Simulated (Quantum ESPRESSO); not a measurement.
**Magnetic state of CaFe2As2 from several starts**

A self-consistent run ends on one state, which hangs on the start. Several orders of CaFe2As2 are started in Quantum ESPRESSO and their energies compared.

Main program and level: Quantum ESPRESSO 7.5; PBEsol; plane waves with GBRV 1.5 PBEsol potentials, no spin-orbit coupling.

**What experiment says.**

For CaFe2As2, orthorhombic, antiferromagnetic (earlier neutron work quoted by the paper), “Low energy spin dynamics in the antiferromagnetic phase of CaFe2As2” (2009, arxiv:0902.4492) quotes earlier work: moment (ordered moment per Fe) about 0.8 μB [Literature neutron value, given elsewhere in the paper as roughly 0.8; measured on …].

This is a report of a sequence of runs, with most program output left out.

### Step 1. Set-up

Symmetry: Fmmm, No. 69, orthorhombic system. The conventional cell has a = 5.488 Å, b = 5.495 Å, c = 11.802 Å, α = 90.00°, β = 90.00°, γ = 90.00°. Nearest to Ca lie 8 As at 3.11 Å. Nearest to Fe lie 4 As at 2.45 Å. As has 4 Fe at 2.45 Å and 1 As at 2.92 Å and 4 Ca at 3.11 Å nearest. Farther neighbours are not listed.

The cell comes from Materials Project 2023-11-01, a database of computed structures, and need not be the stable phase.

### Step 2. Run 1, typed as ferro ++

The signs are those of the starting moments on the seeded atoms, the atoms that are given a moment.

pw.in reads:

```
&CONTROL
  calculation = 'scf'
  prefix = 'pwscf'
  outdir = './tmp'
  pseudo_dir = './pseudo'
  disk_io = 'nowf'
/
&SYSTEM
  ibrav = 0
  celldm(1) = 8
  nat = 5
  ntyp = 3
  ecutwfc = 40
  ecutrho = 280
  nbnd = 38
  occupations = 'smearing'
  smearing = 'fd'
  degauss = 0.00734986
  nspin = 2
  starting_magnetization(1) = 0
  starting_magnetization(2) = 0.175
  starting_magnetization(3) = 0
/
&ELECTRONS
  conv_thr = 1d-08
  electron_maxstep = 150
  mixing_beta = 0.3
/
ATOMIC_SPECIES
Ca     40.0780 ca_pbesol_v1.uspp.F.UPF
Fe     55.8450 fe_pbesol_v1.5.uspp.F.UPF
As     74.9216 as_pbesol_v1.uspp.F.UPF
CELL_PARAMETERS alat
   0.0000000000000    0.6490273196269    1.3939550397328
   0.6481762581285    0.0000000000000    1.3939550397328
   0.6481762581285    0.6490273196269    0.0000000000000
ATOMIC_POSITIONS crystal
Ca      0.5000000000    0.5000000000    0.5000000000
Fe      0.2500000000    0.2500000000    0.2500000000
Fe      0.7500000000    0.7500000000    0.7500000000
As      0.8762355000    0.8762355000    0.1237645000
As      0.1237645000    0.1237645000    0.8762355000
K_POINTS automatic
10 10 10 0 0 0
```

Started as:

```
> OMP_NUM_THREADS=1 mpirun -n 4 pw.x -nk 4 -in pw.in > pw.out
```

The job ended after 4.6 min (4 MPI ranks of Intel Xeon at 2.70GHz, shared host; peak memory 1.1 GiB).

Spin moment in the atom's sphere by atom:

```
atom  spin moment in the atom's sphere (μB)
 Ca1                                   0.04
 Fe2                                   2.42
 Fe3                                   2.42
 As4                                  -0.02
 As5                                  -0.02
```

Numbers from this step:

- smearing term TS: 0.1309 eV
- magnetization: 4.98 μB
- absolute magnetization: 5.338 μB
- final state: ferromagnetic

### Step 3. Run 2, typed as antiferro +−

Changes to pw.in since step 2:

```diff
@@ -11,6 +11,6 @@
   nat = 5
-  ntyp = 3
+  ntyp = 4
   ecutwfc = 40
   ecutrho = 280
-  nbnd = 38
+  nbnd = 36
   occupations = 'smearing'
@@ -21,3 +21,4 @@
   starting_magnetization(2) = 0.175
-  starting_magnetization(3) = 0
+  starting_magnetization(3) = -0.175
+  starting_magnetization(4) = 0
 /
@@ -30,3 +31,4 @@
 Ca     40.0780 ca_pbesol_v1.uspp.F.UPF
-Fe     55.8450 fe_pbesol_v1.5.uspp.F.UPF
+Fe1    55.8450 fe_pbesol_v1.5.uspp.F.UPF
+Fe2    55.8450 fe_pbesol_v1.5.uspp.F.UPF
 As     74.9216 as_pbesol_v1.uspp.F.UPF
@@ -38,4 +40,4 @@
 Ca      0.5000000000    0.5000000000    0.5000000000
-Fe      0.2500000000    0.2500000000    0.2500000000
-Fe      0.7500000000    0.7500000000    0.7500000000
+Fe1     0.2500000000    0.2500000000    0.2500000000
+Fe2     0.7500000000    0.7500000000    0.7500000000
 As      0.8762355000    0.8762355000    0.1237645000
```

Elapsed: 5 min, on 4 MPI ranks; peak memory 1.1 GiB.

Spin moment in the atom's sphere by atom:

```
atom  spin moment in the atom's sphere (μB)
 Ca1                                   0.00
 Fe2                                   2.08
 Fe3                                  -2.08
 As4                                   0.00
 As5                                   0.00
```

Read from the output:

- smearing term TS: 0.1958 eV
- magnetization: 0 μB
- absolute magnetization: 4.604 μB
- final state: antiferromagnetic

### Step 4. Run 3, typed as antiferro q=(0,1/2,1/2) +−+−

The cell is doubled to 10 atoms to hold this order. The wavevector q is in fractions of the reciprocal vectors of the crystal's primitive cell, as the cells of these inputs are built from it; moments change sign between cells as cos(2π q·R).

pw.in reads:

```
&CONTROL
  calculation = 'scf'
  prefix = 'pwscf'
  outdir = './tmp'
  pseudo_dir = './pseudo'
  disk_io = 'nowf'
/
&SYSTEM
  ibrav = 0
  celldm(1) = 8
  nat = 10
  ntyp = 4
  ecutwfc = 40
  ecutrho = 280
  nbnd = 67
  occupations = 'smearing'
  smearing = 'fd'
  degauss = 0.00734986
  nspin = 2
  starting_magnetization(1) = 0
  starting_magnetization(2) = 0.175
  starting_magnetization(3) = -0.175
  starting_magnetization(4) = 0
/
&ELECTRONS
  conv_thr = 2d-08
  electron_maxstep = 150
  mixing_beta = 0.3
/
ATOMIC_SPECIES
Ca     40.0780 ca_pbesol_v1.uspp.F.UPF
Fe1    55.8450 fe_pbesol_v1.5.uspp.F.UPF
Fe2    55.8450 fe_pbesol_v1.5.uspp.F.UPF
As     74.9216 as_pbesol_v1.uspp.F.UPF
CELL_PARAMETERS alat
   0.0000000000000    0.6490273196269    1.3939550397328
   1.2963525162571    0.0000000000000    2.7879100794657
   1.2963525162571    0.6490273196269    1.3939550397328
ATOMIC_POSITIONS crystal
Ca      0.5000000000    0.0000000000    0.5000000000
Ca      0.5000000000    0.5000000000    0.5000000000
Fe1     0.2500000000    0.0000000000    0.2500000000
Fe2     0.2500000000    0.5000000000    0.2500000000
Fe1     0.7500000000    0.0000000000    0.7500000000
Fe2     0.7500000000    0.5000000000    0.7500000000
As      0.8762355000    0.3762355000    0.1237645000
As      0.8762355000    0.8762355000    0.1237645000
As      0.1237645000    0.6237645000    0.8762355000
As      0.1237645000    0.1237645000    0.8762355000
K_POINTS automatic
10 5 10 0 0 0
```

It took 25 min on 4 MPI ranks; peak memory 2.5 GiB; 1.7 h of CPU time.

Spin moment in the atom's sphere by atom:

```
atom  spin moment in the atom's sphere (μB)
 Ca1                                   0.00
 Ca2                                   0.00
 Fe3                                   2.26
 Fe4                                  -2.26
 Fe5                                   2.26
 Fe6                                  -2.26
 As7                                   0.00
 As8                                   0.00
 As9                                   0.00
As10                                   0.00
```

This step gave:

```
smearing term TS       : 0.1818 eV
magnetization          : 0 μB
absolute magnetization : 10.10 μB
final state            : antiferromagnetic
```

### Step 5. Run 4, typed as antiferro q=(0,1/2,1/2) +−−+

The cell is doubled to 10 atoms to hold this order.

Changes to pw.in since step 4:

```diff
@@ -43,4 +43,4 @@
 Fe2     0.2500000000    0.5000000000    0.2500000000
-Fe1     0.7500000000    0.0000000000    0.7500000000
-Fe2     0.7500000000    0.5000000000    0.7500000000
+Fe2     0.7500000000    0.0000000000    0.7500000000
+Fe1     0.7500000000    0.5000000000    0.7500000000
 As      0.8762355000    0.3762355000    0.1237645000
```

Wall time 34 min (4 MPI ranks); peak memory 2.3 GiB.

Read from the output:

| Item | Value |
| --- | --- |
| smearing term TS | 0.2390 eV |
| magnetization | 0 μB |
| absolute magnetization | 9.846 μB |
| final state | antiferromagnetic |
| largest moment | 2.216 μB |

### Step 6. Energies of the orders

An order is kept where moments of 0.15 μB or more survive with the typed signs; meshes match where a doubled cell samples the same k points as the first cell.

Orders:

```
                       start        final state  typed order kept  energy over the lowest (meV a seeded atom)  largest site moment (μB)  net moment (μB a cell of the first run)  mesh matched  CPU time (s)
                    ferro ++      ferromagnetic               yes                                       78.29                     2.416                                     4.98           yes          1111
                antiferro +-  antiferromagnetic               yes                                         114                     2.082                                        0           yes          1190
antiferro q=(0,1/2,1/2) +-+-  antiferromagnetic               yes                                           0                     2.264                                        0           yes          6003
antiferro q=(0,1/2,1/2) +--+  antiferromagnetic               yes                                       32.26                     2.216                                        0           yes          8092
```

### Step 7. Summary of results

| Item | Value |
| --- | --- |
| lowest state found | antiferromagnetic (from antiferro q=(0,1/2,1/2) +-+-) |
| largest site moment | 2.26 μB |
| next state with moments | antiferromagnetic, 32.3 meV a seeded atom higher |

In words: The smearing terms TS of the orders run from 45 to 98 meV a seeded atom, so the differences would change at a smaller width: an order with a larger TS is lowered more by the smearing. Only these 4 starts were compared; other wavevectors, canted and longer-period orders were not. A computed site moment is spin alone and hangs on the region that is counted: the program's spheres do not touch and miss the tail of the moment. Measured moments hold any orbital part as well, and belong to the order of the sample, which need not be the order of this run. Energies are free energies at an electronic temperature of 1160 K, which lowers moments and differences where the moments are itinerant.

Comparison with the measured values:

```
        quantity  measured    in the sphere
moment (Fe) (μB)       0.8  2.26 (+183.0 %)
```

Measured values from arxiv:0902.4492 (2009).

How well it matches: The moment is off by +183.0 %. No cell relaxation is part of this session.

[Logs and program files are shortened in this print: banners, set-up blocks, solver, clock and traceback lines can be left out without a mark of their own.]

[Logs are printed without paths, hosts, clocks, repeated set-up lines and the standing remarks that a program may print on its own settings, such as how far it seeks lower states.]

[Hosts, paths, dates, database ids (printed as entryN), source tags and the programs' standing remarks are cut or masked in the printed files.]

[Where a cell is said to come from a database of computed structures, the database is the Materials Project.]
